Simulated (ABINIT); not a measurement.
An input for ABINIT 10.8.3 (CdSnAs2 (I-42d)):

```
acell 3*1.0 Angstrom
rprim 
  -3.047100000000 3.047100000000 5.959100000000
  3.047100000000 -3.047100000000 5.959100000000
  3.047100000000 3.047100000000 -5.959100000000
ntypat 3
znucl 48 50 33
natom 8
typat 1 1 2 2 3 3 3 3
xred 
  -0.000000000000 -0.000000000000 0.000000000000
  0.750000000000 0.250000000000 0.500000000000
  0.250000000000 0.750000000000 0.500000000000
  0.500000000000 0.500000000000 -0.000000000000
  0.624607690535 0.625000000000 0.499607690535
  0.375000000000 0.874607690535 0.999607690535
  0.125392309465 0.125000000000 0.500392309465
  0.875000000000 0.375392309465 0.000392309465
pp_dirpath "pseudos"
pseudos "Cd.upf, Sn.upf, As.upf"
ecut 47
ngkpt 2 2 2
nshiftk 1
shiftk 0 0 0
kptopt 1
chksymbreak 0
iscf -2
irdden 1
istwfk *1
nband 491
nbdbuf 44
tolwfr 1e-09
nstep 60
prtvol 0
indata_prefix "in"
outdata_prefix "out"
tmpdata_prefix "tmp"
```

```sh
OMP_NUM_THREADS=4 mpirun -n 4 abinit run.abi > log
```

**Question.** Estimate wall time and host memory on 4 MPI ranks of Arm Neoverse V2, shared host.

It took 9.2 min; on shared hardware allow 4.6 min to 18 min. Peak host memory was 1.4 GiB.

[Paths, hosts, dates, memory and timing lines, banners, echoed tables and standing remarks are left out of the program output.]

[Logs are printed without paths, hosts, clocks, repeated set-up lines and the standing remarks that a program may print on its own settings, such as how far it seeks lower states.]

[Runs of the session that timed out or met a known fault of the program may be left out.]

[Hosts, paths, dates, database ids (printed as entryN), source tags and the programs' standing remarks are cut or masked in the printed files.]

[G0W0 gaps are taken among the corrected bands and points alone; a level outside them can change the order at an edge.]

[Where Ansatz stands beside ABINIT at settings called matched, ABINIT's density can come from a denser mesh and the files from another edition; pairs whose starting gaps differed by over 0.03 eV were left out, so agreement reads better than it is.]
